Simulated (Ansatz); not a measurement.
**Sn on Al(111), ontop start, 2x2 cell: work function, bands and core levels**

Wanted: core-level shifts and unfolded surface bands for Sn on Al(111), ontop start, 2x2 cell.

Main program and level: Ansatz 0.2.0; DFT, PBE, plane-wave PAW, default files, scalar-relativistic, in the first sound run; inputs show where later runs differ.

This is a report of a sequence of runs, with most program output left out.

### 1. The starting structure

The cell holds 4 atoms: 4 Al. Cell: a = 2.857 Å, b = 2.857 Å, c = 21.997 Å, α = 90.0°, β = 90.0°, γ = 60.0°. It derives from Al. Vacuum lies along c.

As a file:

```cif
data_structure
_symmetry_space_group_name_H-M 'P 1'
_symmetry_Int_Tables_number 1
_cell_length_a 2.8567
_cell_length_b 2.8567
_cell_length_c 21.9975
_cell_angle_alpha 90.000
_cell_angle_beta 90.000
_cell_angle_gamma 60.000
_cell_volume 155.47
loop_
_atom_site_label
_atom_site_type_symbol
_atom_site_fract_x
_atom_site_fract_y
_atom_site_fract_z
_atom_site_occupancy
Al1 Al 0.00000 0.00000 0.65905 1
Al2 Al 0.66667 0.66667 0.55302 1
Al3 Al 0.33333 0.33333 0.44698 1
Al4 Al 0.00000 0.00000 0.34095 1
```

### 2. The clean face

The clean face is the reference for what the added atoms change.

input.yaml reads:

```yaml
crystal:
  lattice:
    - [2.856711396, 0.0, 0.0]
    - [1.428355698, 2.4739846402, 0.0]
    - [0.0, 0.0, 21.9974852626]
  atoms:
    - { symbol: Al, position: [0.0, 0.0, 0.659051937] }
    - { symbol: Al, position: [0.666666667, 0.666666667, 0.553017312] }
    - { symbol: Al, position: [0.333333333, 0.333333333, 0.446982688] }
    - { symbol: Al, position: [0.0, 0.0, 0.340948063] }
kpoints:
  mp_grid: { grid: [18, 18, 1] }
scf:
  occupations: { method: fermi_dirac, width: 0.05 }
  n_extra_bands: 12
hamiltonian:
  xc: pbe
  pseudopotentials: { kind: paw }
output:
  forces: true
  write_potential: true
  volumetric_format: []
  dos:
    projected: true
    de: 0.05
    e_range: [-30, 12]
    method: { smearing: { sigma: 0.1, scheme: gaussian } }
efield:
  axis: 3
  dipole_correction: true
relax:
  f_tol: 0.03
  max_steps: 50
  constraints: [{ sites: [2, 3] }]
```

Command:

```console
$ ansatz run input.yaml --threads 4 --pin off --max-ram 12288MiB --backend cpu --events-out ev --progress --plain --runs-dir out
```

It took 6.5 s on 4 threads of Arm Neoverse V1, shared host; peak memory 0.42 GiB; 25 s of CPU time.

Relaxation path:

| step | energy less that of the first step (eV) | largest force component (eV/Å) |
| --- | --- | --- |
| 1 | 0.0000 | 0.1258 |
| 2 | -0.0018 | 0.0386 |
| 3 | -0.0019 | 0.0034 |

The run keeps the 6 symmetry operations that it works with, so distortions that break them were not tested.

The atoms that moved most (Å):

| atom | dx | dy | dz | length |
| --- | --- | --- | --- | --- |
| Al2 | 0.000 | 0.000 | -0.038 | 0.038 |
| Al1 | 0.000 | 0.000 | -0.028 | 0.028 |

The relaxed structure:

```xyz
4
Lattice="2.8567 0.0000 0.0000 1.4284 2.4740 0.0000 0.0000 0.0000 21.9975" Properties=species:S:1:pos:R:3
Al    0.0000    0.0000   14.4691
Al    2.8567    1.6493   12.1271
Al    1.4284    0.8247    9.8325
Al    0.0000    0.0000    7.5000
```

Numbers from this step:

```yaml
free_energy: -2149.2586 eV
energy_at_zero_smearing: -2149.2493 eV
smearing_term_ts: 0.01846 eV
fermi_energy: 1.110 eV
symmetry_operations: 6
zero_of_energy: Fermi level
share_of_occupied_states_in_no_projected_shell: 0.0161 of the occupied states in the window
dos_at_the_fermi_level: 2.296 states/eV/cell
work_function_upper_face: 4.024 eV
work_function_lower_face: 4.026 eV
```

Maxima picked by a test of local sharpness, so broad peaks and shoulders can be missing; peaks within 0.45 eV of a curve's cut are left out. Valence peaks, by row:

| photon energy (eV) | binding energy (eV) | height (% of the maximum within 13 eV) | main shell | its share (%) |
| --- | --- | --- | --- | --- |
| 21.2 | 5.2 | 89.16 | Al 3s | 83.1 |
| 21.2 | 4.15 | 87.54 | Al 3s | 80.63 |
| 21.2 | 2.9 | 89.23 | Al 3s | 74.26 |
| 21.2 | 0.85 | 100 | Al 3s | 80.1 |
| 60 | 5.15 | 81.77 | Al 3p | 51.32 |
| 60 | 2.8 | 100 | Al 3p | 64.79 |
| 60 | 1.55 | 97.81 | Al 3p | 60.93 |
| 60 | 0.6 | 99.99 | Al 3p | 57.78 |
| 600 | 5.2 | 87.56 | Al 3s | 74.62 |
| 600 | 4.1 | 87.28 | Al 3s | 71.15 |
| 600 | 2.9 | 92.3 | Al 3s | 63.3 |
| 600 | 0.8 | 100 | Al 3s | 70.44 |
| 1487 | 5.2 | 90.34 | Al 3s | 88.7 |
| 1487 | 4.2 | 87.9 | Al 3s | 87.03 |
| 1487 | 2.95 | 87.26 | Al 3s | 82.34 |
| 1487 | 0.85 | 100 | Al 3s | 86.54 |
| 5950 | 5.2 | 92.09 | Al 3s | 97.56 |
| 5950 | 4.25 | 88.3 | Al 3s | 97.18 |
| 5950 | 3 | 83.95 | Al 3s | 96.01 |
| 5950 | 0.9 | 100 | Al 3s | 97.06 |

The planar mean, electrostatic potential oscillates, so the rows of the table below give means over windows of 1 Å about each position, cut where the curve ends. Its maxima inside the range that stand out by 2 % of the span (Å: eV): 8.7: -0.522, 11.0: -0.695, 13.3: -0.506. Its minima: 7.5: -7.29, 9.8: -7.43, 12.2: -7.42, 14.5: -7.28.

From the Fermi level. Table of planar mean, electrostatic potential by z; means over each step:

| z (Å) | planar mean, electrostatic potential (eV) |
| --- | --- |
| 0 | 4.03 |
| 1 | 4.03 |
| 2 | 4.03 |
| 3 | 4.03 |
| 4 | 4.01 |
| 5 | 3.89 |
| 6 | 2.42 |
| 7 | -5.03 |
| 8 | -5.25 |
| 9 | -3.11 |
| 10 | -6.82 |
| 11 | -2.28 |
| 12 | -6.91 |
| 13 | -2.86 |
| 14 | -5.44 |
| 15 | -4.81 |
| 16 | 2.53 |
| 17 | 3.89 |
| 18 | 4.01 |
| 19 | 4.02 |
| 20 | 4.02 |
| 21 | 4.02 |

The spectra weight each projected shell by its atomic cross section (Dirac–Hartree–Slater) and angular factor, for linear light with the analyser at 10° from the polarisation. Broadening, on top of any smearing of the DOS itself: a Gaussian of 0.6 eV and a Lorentzian of 0.2 eV plus 0.05 times the binding energy (full widths), Fermi edge at 77 K. Each atom is damped by exp[−depth/(λ cos θ)], θ = 0° from the normal, λ from the universal curve. Curves are cut 10 eV under the photon energy, above any shell that the free atom's threshold puts out of reach, or at the lower edge of the window: 11.2 eV at 21.2 eV, 12.6 eV at 60 eV, 12.6 eV at 600 eV, 12.6 eV at 1486.7 eV and 12.6 eV at 5950 eV. Dipole terms alone, which is rough above 3 keV; no background, satellites or final-state effects.

Share of each shell in the spectrum's area (%), by photon energy:

| shell | 21.2 eV | 60 eV | 600 eV | 1486.7 eV | 5950 eV |
| --- | --- | --- | --- | --- | --- |
| Al 3s | 80.6 | 44.5 | 71.3 | 86.9 | 97.1 |
| Al 3p | 19.4 | 55.5 | 28.7 | 13.1 | 2.9 |

At the Fermi level the DOS is 2.30 states/eV a cell, and on the broadened curves Al 3p holds 60 % of the total there.

### 3. Relaxing the atoms

System of this step: Al16Sn. The cell holds 17 atoms: 1 Sn and 16 Al. Cell: a = 5.713 Å, b = 5.713 Å, c = 24.547 Å, α = 90.0°, β = 90.0°, γ = 60.0°. It derives from Al. How the cell was made: adsorbate; added: Sn; site: ontop; coverage 0.25 monolayer; cell: 2x2; on one face. Regions: ad, 1 atom (1 Sn); L1, 4 atoms (4 Al); L2, 4 atoms (4 Al); L3, 4 atoms (4 Al); rest, 4 atoms (4 Al). Vacuum lies along c.

The cut or typed positions aren't at rest, and spectra shift with geometry, so the relaxation comes first. 8 atoms are held to stand for the bulk. A dipole correction cancels the field between unlike faces.

input.yaml reads:

```yaml
crystal:
  lattice:
    - [5.713422792, 0.0, 0.0]
    - [2.856711396, 4.9479692804, 0.0]
    - [0.0, 0.0, 24.5474852626]
  atoms:
    - { symbol: Sn, position: [0.00246723, 0.0, 0.694469722] }
    - { symbol: Al, position: [0.0, 0.0, 0.590589427] }
    - { symbol: Al, position: [0.5, 0.0, 0.590589427] }
    - { symbol: Al, position: [0.0, 0.5, 0.590589427] }
    - { symbol: Al, position: [0.5, 0.5, 0.590589427] }
    - { symbol: Al, position: [0.833333333, 0.333333333, 0.495569711] }
    - { symbol: Al, position: [0.333333333, 0.333333333, 0.495569711] }
    - { symbol: Al, position: [0.833333333, 0.833333333, 0.495569711] }
    - { symbol: Al, position: [0.333333333, 0.833333333, 0.495569711] }
    - { symbol: Al, position: [0.166666667, 0.166666667, 0.400549995] }
    - { symbol: Al, position: [0.666666667, 0.166666667, 0.400549995] }
    - { symbol: Al, position: [0.166666667, 0.666666667, 0.400549995] }
    - { symbol: Al, position: [0.666666667, 0.666666667, 0.400549995] }
    - { symbol: Al, position: [0.0, 0.0, 0.305530278] }
    - { symbol: Al, position: [0.5, 0.0, 0.305530278] }
    - { symbol: Al, position: [0.0, 0.5, 0.305530278] }
    - { symbol: Al, position: [0.5, 0.5, 0.305530278] }
kpoints:
  mp_grid: { grid: [6, 6, 1] }
scf:
  occupations: { method: fermi_dirac, width: 0.05 }
  n_extra_bands: 14
hamiltonian:
  xc: pbe
  pseudopotentials: { kind: paw }
output:
  forces: true
  write_potential: true
  volumetric_format: []
efield:
  axis: 3
  dipole_correction: true
relax:
  f_tol: 0.03
  max_steps: 45
  constraints: [{ sites: [9, 10, 11, 12, 13, 14, 15, 16] }]
```

The job ended after 3.4 min (4 threads; peak memory 1.3 GiB; 13 min of CPU time).

The steps of the relaxation:

| step | energy less that of the first step (eV) | largest force component (eV/Å) |
| --- | --- | --- |
| 1 | 0.0000 | 1.1082 |
| 2 | -0.1675 | 0.2356 |
| 3 | -0.2381 | 0.1960 |
| 4 | -0.2673 | 0.2227 |
| 5 | -0.3349 | 0.3986 |
| 6 | -0.4385 | 0.4596 |
| 7 | -0.5526 | 0.3792 |
| 8 | -0.6684 | 0.2390 |
| 9 | -0.7499 | 0.1137 |
| 10 | -0.7875 | 0.0620 |
| 11 | -0.8111 | 0.0905 |
| 12 | -0.8336 | 0.0729 |
| 13 | -0.8505 | 0.0234 |
| 14 | -0.8505 | 0.0233 |
| 15 | -0.8524 | 0.0275 |
| 16 | -0.8527 | 0.0294 |

The atoms that moved most (Å):

| atom | dx | dy | dz | length |
| --- | --- | --- | --- | --- |
| Sn1 | 1.406 | -0.823 | -0.374 | 1.672 |
| Al5 | -0.001 | -0.072 | -0.021 | 0.075 |
| Al2 | -0.057 | 0.031 | -0.016 | 0.067 |
| Al3 | 0.056 | 0.030 | -0.010 | 0.064 |
| Al4 | -0.001 | 0.001 | -0.055 | 0.055 |
| Al6 | 0.009 | 0.002 | -0.031 | 0.033 |
| Al8 | 0.000 | -0.010 | -0.030 | 0.031 |
| Al7 | -0.008 | 0.001 | -0.029 | 0.030 |

This step gave:

```yaml
free_energy: -14621.1563 eV
energy_at_zero_smearing: -14621.1238 eV
smearing_term_ts: 0.06507 eV
fermi_energy: 1.030 eV
symmetry_operations: 1
work_function_upper_face: 4.249 eV
work_function_lower_face: 4.120 eV
```

The relaxation ends 50 meV an atom lower, with a largest force component of 0.029 eV/Å on the free atoms. For the work function, upper face, step 2 gave 4.02 eV; this run, with 17 atoms, gives 4.25 eV (+6 %).

### 4. Bands by layer

The main run: bands along the zone's path, each state's share in the top and middle regions, the DOS and the planar potential. The cell holds 4 small cells, so the bands are unfolded.

input.yaml reads:

```yaml
crystal:
  lattice:
    - [5.713422792, 0.0, 0.0]
    - [2.856711396, 4.9479692804, 0.0]
    - [0.0, 0.0, 24.5474852626]
  atoms:
    - { symbol: Sn, position: [0.3317555093, -0.1663797934, 0.6792270162] }
    - { symbol: Al, position: [-0.0130810296, 0.0062718658, 0.5899530751] }
    - { symbol: Al, position: [0.5067879352, 0.0059872195, 0.5901691063] }
    - { symbol: Al, position: [-0.0002648367, 0.5002561831, 0.588336274] }
    - { symbol: Al, position: [0.507177353, 0.4853885325, 0.5897254984] }
    - { symbol: Al, position: [0.8347812416, 0.3336831604, 0.4942927689] }
    - { symbol: Al, position: [0.331808664, 0.3336220459, 0.494373147] }
    - { symbol: Al, position: [0.8343347312, 0.8313722796, 0.4943510658] }
    - { symbol: Al, position: [0.3333584264, 0.833420543, 0.4954191091] }
    - { symbol: Al, position: [0.166666667, 0.166666667, 0.400549995] }
    - { symbol: Al, position: [0.666666667, 0.166666667, 0.400549995] }
    - { symbol: Al, position: [0.166666667, 0.666666667, 0.400549995] }
    - { symbol: Al, position: [0.666666667, 0.666666667, 0.400549995] }
    - { symbol: Al, position: [0.0, 0.0, 0.305530278] }
    - { symbol: Al, position: [0.5, 0.0, 0.305530278] }
    - { symbol: Al, position: [0.0, 0.5, 0.305530278] }
    - { symbol: Al, position: [0.5, 0.5, 0.305530278] }
kpoints:
  mp_grid: { grid: [12, 12, 1] }
scf:
  occupations: { method: fermi_dirac, width: 0.05 }
  n_extra_bands: 19
hamiltonian:
  xc: pbe
  pseudopotentials: { kind: paw }
output:
  forces: true
  write_potential: true
  volumetric_format: []
  efg: { contact_densities: true }
  dos:
    projected:
      site_lists:
        adsorbate: [0]
        layer_1: [1, 2, 3, 4]
        layer_2: [5, 6, 7, 8]
        layer_3: [9, 10, 11, 12]
        other_layers: [13, 14, 15, 16]
    de: 0.05
    e_range: [-30, 12]
    method: { smearing: { sigma: 0.15, scheme: gaussian } }
  eigenstates:
    kpoints:
      - [0.33333333, -0.33333333, 0.0]
      - [0.25, -0.375, 0.0]
      - [0.16666667, -0.41666667, 0.0]
      - [0.08333333, -0.45833333, 0.0]
      - [0.0, 0.5, 0.0]
      - [-0.08333333, 0.45833333, 0.0]
      # [... 29 more points ...]
      - [0.25, 0.5, 0.0]
      - [0.29166667, -0.41666667, 0.0]
    e_range: [-8.0, 4.0]
    unfold:
      supercell_matrix: [[2, 0, 0], [0, 2, 0], [0, 0, 1]]
      layers:
        axis: 3
        edges: [0.142581, 0.424267, 0.424367, 0.574842, 0.574942, 0.842175]
efield:
  axis: 3
  dipole_correction: true
```

It took 2.5 min on 4 threads; peak memory 2.5 GiB.

Numbers from this step:

```yaml
free_energy: -14621.1523 eV
energy_at_zero_smearing: -14621.1123 eV
smearing_term_ts: 0.07996 eV
fermi_energy: 1.046 eV
share_of_occupied_states_in_no_projected_shell: 0.0128 of the occupied states in the window
dos_at_the_fermi_level: 9.660 states/eV/cell
work_function_upper_face: 4.246 eV
work_function_lower_face: 4.117 eV
```

A(k,E), total over k along the path and E. Zero: Fermi level.

Ten even steps from '_' (0.02 eV⁻¹) to '@' (3.36 eV⁻¹), each cell a mean:
```
::::++::====++==::......::........====::==::::::::--::--++::
::++::::==****....::....__......::::..::....--..::--++**==::
++++::==++====......----------::....====..--..----++**----==
**----====##::__________....______..--::::..::::--::--====**
::--**--++--....____________________::----::::::::--++--++--
--++==++**==......______________..::::--::..==......::++==--
::----**++............________........::::==::::::==++--::::
==++++====..__....::----==----::......--==--..==++==--++----
**--==##::..____________..______________--::----::....::**%%
--**@@....::....______________________::++--::______..==**::
**%%++--__..::..__________________..::....----..::--==++==++
@@##::..::____::--::__________..::::..__..++..==++++==..++@@
@@==::__....____..::----------::..______::::------....==**@@
==..::..__::....______............____::..::++....::##**++**
..==..--__..::____________________..::..__::--%%%%##--++++__
__..::..::__..--::..____________..::..__..::::::::==%%++____
__::::......____....::..__......::..____....::%%%%**::______
____::--__::..........::--::::....____..::::::....__________
____....::....____________________..::::..::::______________
______--::....::..____________..........::::..______________
________--::........::------::::........--::________________
________::--......______________..::..::::..________________
```
Columns: k along the path (Å⁻¹) from 0 to 3.47; rows upwards: E (eV) from -7.7 to 3.60.

A(k,E), top over k along the path and E. Zero: Fermi level.

Ten even steps from '_' (0.01 eV⁻¹) to '@' (0.70 eV⁻¹), each cell a mean:
```
::--##--++++++----::..::++::::----==++--++--::++------==**--
--**--::++**==::::::..::..::::::----::--::::++::--==++##==--
++**--****==--::..::==========--..::--==::++--====++++==--==
@@====**++==............::::__......--------::::--::----==@@
====##--++::..::::..____..______......--++--::--::==++++**==
--++++++==--::::..____..__......::::::----::++::::..::%%**--
--==--++------::..::....__....::::::::::::++------++**====--
%%%%##++--....::::--++==++====--::----====--::**####++====##
%%--++==--..____....__..::::....______..==--==++--::::::**@@
==%%##....--::--::____________..::____--==----..__..::**##--
++++::++..::--..________________..----....==**::--++####====
##==::::--__..------::....__..::----::..::==::######**::==%%
----::__::::____..::==========--..______--::==++==::..--++--
::..::..__::::::..____................--::..==....::**++::::
__::::==..::--______..__..________..--::__::::******::....__
____....::__..----::________......::::__..::........::..____
____..__::..____..::::........::::..__..::..::::::::..______
______::__....::......::----::::..____..::::::....__________
____....::::..____..______________..::::__..________________
______..::..::::::..__________......::......________________
________......::..::--========::........--::........________
______..::--....::______________..--..::____________________
```
Columns: k along the path (Å⁻¹) from 0 to 3.47; rows upwards: E (eV) from -7.7 to 3.60.

(Part 1 of 3 ends here.)

[Logs are printed without paths, hosts, clocks, repeated set-up lines and the standing remarks that a program may print on its own settings, such as how far it seeks lower states.]

[Hosts, paths, dates, database ids (printed as entryN), source tags and the programs' standing remarks are cut or masked in the printed files.]

[Maps of the electrostatic potential energy from Ansatz leave out the sawtooth potential of an applied field or a dipole correction, so their vacuum need not be flat; work functions include it.]
